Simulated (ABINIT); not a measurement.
## Quasiparticle gap of InP (F-43m) in ABINIT

How does a plane-wave GW calculation on InP (F-43m) run from the first input to the gap?

Program: ABINIT 10.8.3. Level of theory: PBE and many-body steps on it, plane waves. Results are calculated unless marked as measured.

The database entry behind the starting cell differs from later determinations by our own check (0.1 to 0.3 % short, probably kX units), so it need not match the best structure at ambient conditions.

**1. The structure**

It takes space group F-43m (No. 216, cubic). The conventional cell has a = 5.861 Å, b = 5.861 Å, c = 5.861 Å, α = 90.00°, β = 90.00°, γ = 90.00°. Nearest to In lie 4 P at 2.54 Å. Nearest to P lie 4 In at 2.54 Å. Farther neighbours are not listed.

The cell and positions come from the Crystallography Open Database and are kept as given unless a step says otherwise.

**2. Ground state**

This step: ABINIT 10.8.3; DFT, PBE with spin-orbit coupling, plane waves, norm-conserving pseudopotentials.

The ground-state density comes first.

File run.abi:

```
acell 3*1.0 Angstrom
rprim 
  0.000000000000 2.930500000000 2.930500000000
  2.930500000000 -0.000000000000 2.930500000000
  2.930500000000 2.930500000000 0.000000000000
ntypat 2
znucl 49 15
natom 2
typat 1 2
xred 
  0.000000000000 0.000000000000 0.000000000000
  0.250000000000 0.250000000000 0.250000000000
pp_dirpath "pseudos"
pseudos "In.upf, P.upf"
ecut 33
nspinor 2
ngkpt 6 6 6
nshiftk 1
shiftk 0 0 0
kptopt 1
chksymbreak 0
nband 36
occopt 1
tolvrs 1e-10
nstep 60
prtwf 0
optforces 0
optstress 0
indata_prefix "in"
outdata_prefix "out"
tmpdata_prefix "tmp"
```

Run with:

```
> OMP_NUM_THREADS=1 mpirun -n 4 abinit run.abi > log
```

Numbers of over 12 decimals in the logs are rounded to 6 here.

Output:

```text
.Version 10.8.3 of ABINIT. v10.8.2 released Aug 2026.

 Symmetries : space group F-4 3 m (#216); Bravais cF (face-center cubic)
================================================================================
 Values of the parameters that define the memory need of the present run
     intxc =       0    ionmov =       0      iscf =       7    lmnmax =      16
     lnmax =      16     mgfft =      45  mpssoang =       5    mqgrid =    3001
     natom =       2  nloc_mem =       1    nspden =       1   nspinor =       2
    nsppol =       1      nsym =      24    n1xccc =    2501    ntypat =       2
    occopt =       1   xclevel =       2
-    mband =          36        mffmem =           1         mkmem =           4
       mpw =        3119          nfft =       91125          nkpt =          16
================================================================================
  Rough estimation (10% accuracy) of disk space for files :
================================================================================

--------------------------------------------------------------------------------
------------- Echo of variables that govern the present computation ------------
--------------------------------------------------------------------------------
 -outvars: echo values of preprocessed input variables --------
            acell      1.8897261259E+00  1.8897261259E+00  1.8897261259E+00 Bohr

      chksymbreak           0
             ecut      3.30000000E+01 Hartree
-          fftalg         312

              ixc     -101130
              kpt      0.00000000E+00  0.00000000E+00  0.00000000E+00
                       1.66666667E-01  0.00000000E+00  0.00000000E+00
                       3.33333333E-01  0.00000000E+00  0.00000000E+00
                       5.00000000E-01  0.00000000E+00  0.00000000E+00
                       1.66666667E-01  1.66666667E-01  0.00000000E+00
                       3.33333333E-01  1.66666667E-01  0.00000000E+00
                       5.00000000E-01  1.66666667E-01  0.00000000E+00
                      -3.33333333E-01  1.66666667E-01  0.00000000E+00
                      -1.66666667E-01  1.66666667E-01  0.00000000E+00
   [... 5 further rows ...]
                      -3.33333333E-01  3.33333333E-01  1.66666667E-01
                      -3.33333333E-01  5.00000000E-01  1.66666667E-01
         kptrlatt        6    0    0      0    6    0      0    0    6
          kptrlen      4.69901511E+01
P           mkmem           4
            natom           2
            nband          36
            ngfft          45      45      45
             nkpt          16
          nspinor           2
            nstep          60
             nsym          24
           ntypat           2
              occ      1.000000  1.000000  1.000000  1.000000  1.000000  1.000000
                       1.000000  1.000000  1.000000  1.000000  1.000000  1.000000
                       1.000000  1.000000  1.000000  1.000000  1.000000  1.000000
                       1.000000  1.000000  1.000000  1.000000  1.000000  1.000000
                       1.000000  1.000000  0.000000  0.000000  0.000000  0.000000
                       0.000000  0.000000  0.000000  0.000000  0.000000  0.000000
        optforces           0
        optstress           0
            prtwf           0
            rprim      0.0000000000E+00  2.9305000000E+00  2.9305000000E+00
[...]
spgroup         216

           tolvrs      1.00000000E-10

             xred      0.0000000000E+00  0.0000000000E+00  0.0000000000E+00
[...]
znucl       49.00000   15.00000

================================================================================

 chkinp: Checking input parameters for consistency.

================================================================================
== DATASET  1 ==================================================================
-   mpi_nproc: 4, omp_nthreads: 1 (-1 if OMP is not activated)

--- !DatasetInfo
iteration_state: {dtset: 1, }
dimensions: {natom: 2, nkpt: 16, mband: 36, nsppol: 1, nspinor: 2, nspden: 1, mpw: 3119, }
cutoff_energies: {ecut:  33.0, pawecutdg:  -1.0, }
electrons: {nelect:   2.60000000E+01, charge:   0.00000000E+00, occopt:   1.00000000E+00, tsmear:   1.00000000E-02, }

 Real(R)+Recip(G) space primitive vectors, cartesian coordinates (Bohr,Bohr^-1):
 R(1)=  0.0000000  5.5378424  5.5378424  G(1)= -0.0902879  0.0902879  0.0902879
 R(2)=  5.5378424  0.0000000  5.5378424  G(2)=  0.0902879 -0.0902879  0.0902879
 R(3)=  5.5378424  5.5378424  0.0000000  G(3)=  0.0902879  0.0902879 -0.0902879
 Unit cell volume ucvol=  3.3966576E+02 bohr^3
 Angles (23,13,12)=  6.00000000E+01  6.00000000E+01  6.00000000E+01 degrees

 getcut: wavevector=  0.0000  0.0000  0.0000  ngfft=  45  45  45
         ecut(hartree)=     33.000   => boxcut(ratio)=   2.17258

--- Pseudopotential description ------------------------------------------------
- In Generated using ONCVPSP code by D. R. Hamann
- 49.00000  21.00000  180506                  znucl, zion, pspdat
12 -101130 2 -1 1986                          pspcod,pspxc,lmax,lloc,mmax
     nproj     2     4     2     0
     spin-orbit psp
        nprojso     4     4     0
  pspatm : epsatm=   33.78520267
         --- l  ekb(1:nproj) -->
[...]
1    2.501599   -1.163416    0.002939   -0.000034
[...]
spin-orbit 1    0.465209   -0.119786    0.028195   -0.000743
  spin-orbit 2    0.049413    0.017065   -0.000103   -0.000031
 pspatm: atomic psp has been read  and splines computed

- P Generated using ONCVPSP code by D. R. Hamann
- 15.00000   5.00000  180423                  znucl, zion, pspdat
12 -101130 2 -1 1298                          pspcod,pspxc,lmax,lloc,mmax
     nproj     2     3     2     0
     spin-orbit psp
        nprojso     3     3     0
  pspatm : epsatm=    8.06211112
         --- l  ekb(1:nproj) -->
[...]
1    3.371810    0.885290    0.000254
             2   -3.154886   -0.827406
  spin-orbit 1    0.099751   -0.022775    0.007813
  spin-orbit 2    0.001367    0.000277   -0.000084
 pspatm: atomic psp has been read  and splines computed

   1.08803016E+03                                ecore*ucvol(ha*bohr**3)
--------------------------------------------------------------------------------

_setup2: Arith. and geom. avg. npw (full set) are    3076.875    3076.851

================================================================================

--- !BeginCycle
iteration_state: {dtset: 1, }
solver: {iscf: 7, nstep: 60, nline: 4, wfoptalg: 0, }
tolerances: {tolvrs: 1.00E-10, }

     iter   Etot(hartree)      deltaE(h)  residm     vres2
 ETOT  1  -205.98348361020    -2.060E+02 2.205E-01 1.803E+02
 ETOT  2  -206.35789224456    -3.744E-01 1.084E-02 1.923E+01
 ETOT  3  -206.36033145108    -2.439E-03 7.743E-04 7.225E-01
 ETOT  4  -206.36037385013    -4.240E-05 5.332E-04 1.564E-01
 ETOT  5  -206.36039134006    -1.749E-05 3.003E-05 9.435E-03
 ETOT  6  -206.36039364606    -2.306E-06 1.897E-05 1.922E-03
 ETOT  7  -206.36039393597    -2.899E-07 3.984E-06 4.041E-06
 ETOT  8  -206.36039393652    -5.411E-10 4.433E-06 2.676E-07
 ETOT  9  -206.36039393655    -3.294E-11 3.890E-06 1.628E-08
 ETOT 10  -206.36039393654     1.339E-11 4.382E-06 2.764E-10
 ETOT 11  -206.36039393655    -1.677E-11 3.902E-06 4.488E-12

 At SCF step   11       vres2   =  4.49E-12 < tolvrs=  1.00E-10 =>converged.

--- !ResultsGS
iteration_state: {dtset: 1, }
comment   : Summary of ground state results
lattice_vectors:
- [  0.0000000,   5.5378424,   5.5378424, ]
- [  5.5378424,  -0.0000000,   5.5378424, ]
- [  5.5378424,   5.5378424,   0.0000000, ]
lattice_lengths: [   7.83169,    7.83169,    7.83169, ]
lattice_angles: [ 60.000,  60.000,  60.000, ] # degrees, (23, 13, 12)
lattice_volume:   3.3966576E+02
convergence: {deltae: -1.677E-11, res2:  4.488E-12, residm:  3.902E-06, diffor:  0.000E+00, }
etotal    :  -2.06360394E+02
entropy   :   0.00000000E+00
fermie    :   1.83646727E-01
cartesian_stress_tensor: null
pressure_GPa: null
xred      :
- [  0.0000E+00,   0.0000E+00,   0.0000E+00, In]
- [  2.5000E-01,   2.5000E-01,   2.5000E-01,  P]
cartesian_forces: null
force_length_stats: {min: null, max: null, mean: null, }

 Integrated electronic density in atomic spheres:
 ------------------------------------------------
 Atom  Sphere_radius  Integrated_density
    1        2.00000         17.84903697
    2        2.00000          2.75822557
================================================================================

 ----iterations are completed or convergence reached----

 Mean square residual over all n,k,spin=   93.503E-10; max=  39.022E-07
 reduced coordinates (array xred) for    2 atoms
       0.000000000000      0.000000000000      0.000000000000
       0.250000000000      0.250000000000      0.250000000000
 rms dE/dt=  0.0000E+00; max dE/dt=  0.0000E+00; dE/dt below (all hartree)
    1       0.000000000000      0.000000000000      0.000000000000
    2       0.000000000000      0.000000000000      0.000000000000

 cartesian coordinates (angstrom) at end:
    1      0.000000     0.000000     0.000000
    2      1.465250     1.465250     1.465250
 length scales=  1.889726125908  1.889726125908  1.889726125908 bohr
              =  1.000000000000  1.000000000000  1.000000000000 angstroms
 prteigrs : about to open file out_EIG
 Fermi (or HOMO) energy (hartree) =   0.18365   Average Vxc (hartree)=  -0.34809
 Eigenvalues (hartree) for nkpt=  16  k points:
 kpt#   1, nband= 36, wtk=  0.00463, kpt=  0.0000  0.0000  0.0000 (reduced coord)
  -4.04254   -4.04254   -2.68669   -2.68669   -2.44240   -2.44240   -2.44240   -2.44240
  -0.35572   -0.35572   -0.35572   -0.35572   -0.32696   -0.32696   -0.32322   -0.32322
  -0.32322   -0.32322   -0.24077   -0.24077    0.18001    0.18001    0.18365    0.18365
   0.18365    0.18365    0.20870    0.20870    0.32132    0.32132    0.33809    0.33809
   0.33809    0.33809    0.49853    0.49853
 prteigrs : prtvol=0 or 1, do not print more k-points.

--- !EnergyTerms
iteration_state     : {dtset: 1, }
comment             : Components of total free energy in Hartree
kinetic             :  7.01922282591356E+01
hartree             :  7.44344263008186E+01
xc                  : -3.01447760193319E+01
Ewald energy        : -1.04054616797132E+02
psp_core            :  3.20323763687364E+00
local_psp           : -2.04180828027215E+02
non_local_psp       : -1.58100652897007E+01
total_energy        : -2.06360393936552E+02
total_energy_eV     : -5.61535238528031E+03
band_energy         : -2.64885922345596E+01

== END DATASET(S) ==============================================================
================================================================================

 -outvars: echo values of variables after computation  --------
           etotal     -2.0636039394E+02
            nband          36
             nkpt          16
          spgroup         216
 [... the other variables as echoed above ...]

 Calculation completed.
```

It took 48 s on 4 MPI ranks of Intel Xeon 6975P-C (Granite Rapids), shared host; peak memory 0.41 GiB.

Numbers from this step:

* total energy: -5615.3524 eV
* gap: 0.6816 eV
* k of the valence top: 0, 0, 0
* k of the conduction bottom: 0, 0, 0
* least direct gap: 0.6816 eV

The gap is direct, at Γ.

**3. Bands along the symmetry lines**

The cheap functional maps the bands first; the places of the edges decide which points the dearer methods must see.

File run.abi:

```
acell 3*1.0 Angstrom
rprim 
  0.000000000000 2.930500000000 2.930500000000
  2.930500000000 -0.000000000000 2.930500000000
  2.930500000000 2.930500000000 0.000000000000
ntypat 2
znucl 49 15
natom 2
typat 1 2
xred 
  0.000000000000 0.000000000000 0.000000000000
  0.250000000000 0.250000000000 0.250000000000
pp_dirpath "pseudos"
pseudos "In.upf, P.upf"
ecut 33
nspinor 2
iscf -2
irdden 1
kptopt 0
nkpt 26
kpt 
  0.00000000 0.00000000 0.00000000
  -0.12500000 -0.12500000 0.00000000
  -0.25000000 -0.25000000 0.00000000
  -0.37500000 -0.37500000 0.00000000
  -0.50000000 -0.50000000 0.00000000
  -0.46875000 -0.46875000 0.06250000
  -0.43750000 -0.43750000 0.12500000
  -0.40625000 -0.40625000 0.18750000
  -0.37500000 -0.37500000 0.25000000
  -0.37500000 0.00000000 0.37500000
  -0.28125000 0.00000000 0.28125000
  -0.18750000 0.00000000 0.18750000
  -0.09375000 0.00000000 0.09375000
  0.00000000 0.00000000 0.00000000
  0.00000000 0.00000000 0.12500000
  0.00000000 0.00000000 0.25000000
  0.00000000 0.00000000 0.37500000
  -0.00000000 -0.00000000 0.50000000
  -0.12500000 -0.06250000 0.43750000
  -0.25000000 -0.12500000 0.37500000
  -0.37500000 -0.18750000 0.31250000
  -0.50000000 -0.25000000 0.25000000
  -0.50000000 -0.31250000 0.18750000
  -0.50000000 -0.37500000 0.12500000
  -0.50000000 -0.43750000 0.06250000
  -0.50000000 -0.50000000 0.00000000
istwfk *1
nband 42
nbdbuf 6
tolwfr 1e-08
nstep 40
prtwf 0
prtvol 0
indata_prefix "in"
outdata_prefix "out"
tmpdata_prefix "tmp"
```

Output:

```text
.Version 10.8.3 of ABINIT. v10.8.2 released Aug 2026.

 Symmetries : space group F-4 3 m (#216); Bravais cF (face-center cubic)
[... echo of the input left out ...]
== DATASET  1 ==================================================================
-   mpi_nproc: 4, omp_nthreads: 1 (-1 if OMP is not activated)

--- !DatasetInfo
iteration_state: {dtset: 1, }
dimensions: {natom: 2, nkpt: 26, mband: 42, nsppol: 1, nspinor: 2, nspden: 1, mpw: 3119, }
cutoff_energies: {ecut:  33.0, pawecutdg:  -1.0, }
electrons: {nelect:   2.60000000E+01, charge:   0.00000000E+00, occopt:   1.00000000E+00, tsmear:   1.00000000E-02, }

 Real(R)+Recip(G) space primitive vectors, cartesian coordinates (Bohr,Bohr^-1):
 R(1)=  0.0000000  5.5378424  5.5378424  G(1)= -0.0902879  0.0902879  0.0902879
 R(2)=  5.5378424  0.0000000  5.5378424  G(2)=  0.0902879 -0.0902879  0.0902879
 R(3)=  5.5378424  5.5378424  0.0000000  G(3)=  0.0902879  0.0902879 -0.0902879
 Unit cell volume ucvol=  3.3966576E+02 bohr^3
 Angles (23,13,12)=  6.00000000E+01  6.00000000E+01  6.00000000E+01 degrees

 getcut: wavevector=  0.0000  0.0000  0.0000  ngfft=  45  45  45
         ecut(hartree)=     33.000   => boxcut(ratio)=   2.17258

--- Pseudopotential description ------------------------------------------------
- In Generated using ONCVPSP code by D. R. Hamann
- 49.00000  21.00000  180506                  znucl, zion, pspdat
12 -101130 2 -1 1986                          pspcod,pspxc,lmax,lloc,mmax
     nproj     2     4     2     0
     spin-orbit psp
        nprojso     4     4     0
  pspatm : epsatm=   33.78520267
         --- l  ekb(1:nproj) -->
             0   -0.549339    8.455817
             1    2.501599   -1.163416    0.002939   -0.000034
             2   -3.303827   -0.945305
  spin-orbit 1    0.465209   -0.119786    0.028195   -0.000743
  spin-orbit 2    0.049413    0.017065   -0.000103   -0.000031
 pspatm: atomic psp has been read  and splines computed

- P Generated using ONCVPSP code by D. R. Hamann
- 15.00000   5.00000  180423                  znucl, zion, pspdat
12 -101130 2 -1 1298                          pspcod,pspxc,lmax,lloc,mmax
     nproj     2     3     2     0
     spin-orbit psp
        nprojso     3     3     0
  pspatm : epsatm=    8.06211112
         --- l  ekb(1:nproj) -->
             0    1.052847    6.598958
             1    3.371810    0.885290    0.000254
[...]
spin-orbit 1    0.099751   -0.022775    0.007813
  spin-orbit 2    0.001367    0.000277   -0.000084
 pspatm: atomic psp has been read  and splines computed

--------------------------------------------------------------------------------

================================================================================
 prteigrs : about to open file out_EIG
 Non-SCF case, kpt    1 (  0.00000  0.00000  0.00000), residuals and eigenvalues=
[...]
Non-SCF case, kpt    2 ( -0.12500 -0.12500  0.00000), residuals and eigenvalues=
[...]
2.40E-05  1.05E-04
[...]
Non-SCF case, kpt    3 ( -0.25000 -0.25000  0.00000), residuals and eigenvalues=
[...]
1.16E-04  2.38E-04
[...]
Non-SCF case, kpt   25 ( -0.50000 -0.43750  0.06250), residuals and eigenvalues=
[...]
Non-SCF case, kpt   26 ( -0.50000 -0.50000  0.00000), residuals and eigenvalues=
[...]
5.2161E-01  5.2161E-01  5.2927E-01  5.2927E-01  5.3928E-01  5.3928E-01
  5.7856E-01  5.7856E-01  6.1579E-01  6.1579E-01  6.1648E-01  6.1648E-01

--- !ResultsGS
iteration_state: {dtset: 1, }
comment   : Summary of ground state results
lattice_vectors:
- [  0.0000000,   5.5378424,   5.5378424, ]
- [  5.5378424,  -0.0000000,   5.5378424, ]
- [  5.5378424,   5.5378424,   0.0000000, ]
lattice_lengths: [   7.83169,    7.83169,    7.83169, ]
lattice_angles: [ 60.000,  60.000,  60.000, ] # degrees, (23, 13, 12)
lattice_volume:   3.3966576E+02
convergence: {deltae:  0.000E+00, res2:  0.000E+00, residm:  9.974E-09, diffor:  0.000E+00, }
etotal    :  -2.06360394E+02
entropy   :   0.00000000E+00
fermie    :   1.83646727E-01
cartesian_stress_tensor: null
pressure_GPa: null
xred      :
- [  0.0000E+00,   0.0000E+00,   0.0000E+00, In]
- [  2.5000E-01,   2.5000E-01,   2.5000E-01,  P]
cartesian_forces: null
force_length_stats: {min: null, max: null, mean: null, }

 Integrated electronic density in atomic spheres:
 ------------------------------------------------
 Atom  Sphere_radius  Integrated_density
[...]
================================================================================

 ----iterations are completed or convergence reached----

 Mean square residual over all n,k,spin=   47.110E-10; max=  99.739E-10
 reduced coordinates (array xred) for    2 atoms
       0.000000000000      0.000000000000      0.000000000000
       0.250000000000      0.250000000000      0.250000000000

 cartesian coordinates (angstrom) at end:
    1      0.000000     0.000000     0.000000
    2      1.465250     1.465250     1.465250
 length scales=  1.889726125908  1.889726125908  1.889726125908 bohr
              =  1.000000000000  1.000000000000  1.000000000000 angstroms
 prteigrs : about to open file out_EIG
 Eigenvalues (hartree) for nkpt=  26  k points:
 kpt#   1, nband= 42, wtk=  1.00000, kpt=  0.0000  0.0000  0.0000 (reduced coord)
[...]
kpt#   2, nband= 42, wtk=  1.00000, kpt= -0.1250 -0.1250  0.0000 (reduced coord)
[...]
kpt#   3, nband= 42, wtk=  1.00000, kpt= -0.2500 -0.2500  0.0000 (reduced coord)
[...]
kpt#  25, nband= 42, wtk=  1.00000, kpt= -0.5000 -0.4375  0.0625 (reduced coord)
[...]
0.61937    0.61944
 kpt#  26, nband= 42, wtk=  1.00000, kpt= -0.5000 -0.5000  0.0000 (reduced coord)
[...]
0.09889    0.09889    0.24718    0.24718    0.26597    0.26597    0.52161    0.52161
   0.52927    0.52927    0.53928    0.53928    0.57856    0.57856    0.61579    0.61579
   0.61648    0.61648

== END DATASET(S) ==============================================================
================================================================================

 -outvars: echo values of variables after computation  --------
            nband          42
             nkpt          26
          spgroup         216
 [... the other variables as echoed above ...]

 Calculation completed.
```

Elapsed: 38 s, on 4 MPI ranks; peak memory 0.41 GiB; 2.5 min of CPU time.

Numbers from this step:

* gap: 0.6816 eV
* k of the valence top: 0, 0, 0
* k of the conduction bottom: 0, 0, 0
* least direct gap: 0.6816 eV

The gap is 0.682 eV, as in the run before at this level.

The electronic bands at the labelled points (eV, zero at the top of the highest filled band):

| point | band 23 | band 24 | band 25 | band 26 | band 27 | band 28 | band 29 | band 30 |
| --- | --- | --- | --- | --- | --- | --- | --- | --- |
| Γ | 0.00 | 0.00 | 0.00 | 0.00 | 0.68 | 0.68 | 3.75 | 3.75 |
| halfway | -1.49 | -1.49 | -1.40 | -1.40 | 2.45 | 2.45 | 3.10 | 3.10 |
| X | -2.41 | -2.41 | -2.31 | -2.31 | 1.73 | 1.73 | 2.24 | 2.24 |
| halfway | -2.83 | -2.75 | -2.26 | -2.25 | 2.00 | 2.01 | 2.83 | 2.86 |
| U | -3.39 | -3.29 | -1.98 | -1.97 | 2.32 | 2.33 | 4.35 | 4.37 |
| jump to K | -3.39 | -3.29 | -1.98 | -1.97 | 2.32 | 2.33 | 4.35 | 4.37 |
| halfway | -2.09 | -2.00 | -0.61 | -0.59 | 2.80 | 2.80 | 4.55 | 4.73 |
| Γ | 0.00 | 0.00 | 0.00 | 0.00 | 0.68 | 0.68 | 3.75 | 3.75 |
| halfway | -0.64 | -0.64 | -0.55 | -0.54 | 1.76 | 1.76 | 4.61 | 4.61 |
| L | -1.06 | -1.06 | -0.95 | -0.95 | 1.47 | 1.47 | 4.69 | 4.69 |
| halfway | -2.77 | -2.68 | -1.71 | -1.62 | 3.12 | 3.16 | 4.11 | 4.19 |
| W | -3.07 | -2.99 | -2.93 | -2.88 | 4.26 | 4.26 | 4.34 | 4.37 |
| halfway | -2.78 | -2.69 | -2.64 | -2.62 | 2.62 | 2.68 | 3.07 | 3.08 |
| X | -2.41 | -2.41 | -2.31 | -2.31 | 1.73 | 1.73 | 2.24 | 2.24 |

[end of part 1 of 2]

[Paths, hosts, dates, memory and timing lines, banners, echoed tables and standing remarks are left out of the program output.]

[Logs are printed without paths, hosts, clocks, repeated set-up lines and the standing remarks that a program may print on its own settings, such as how far it seeks lower states.]

[Runs of the session that timed out or met a known fault of the program may be left out.]

[Hosts, paths, dates, database ids (printed as entryN), source tags and the programs' standing remarks are cut or masked in the printed files.]

[G0W0 gaps are taken among the corrected bands and points alone; a level outside them can change the order at an edge.]

[Where Ansatz stands beside ABINIT at settings called matched, ABINIT's density can come from a denser mesh and the files from another edition; pairs whose starting gaps differed by over 0.03 eV were left out, so agreement reads better than it is.]
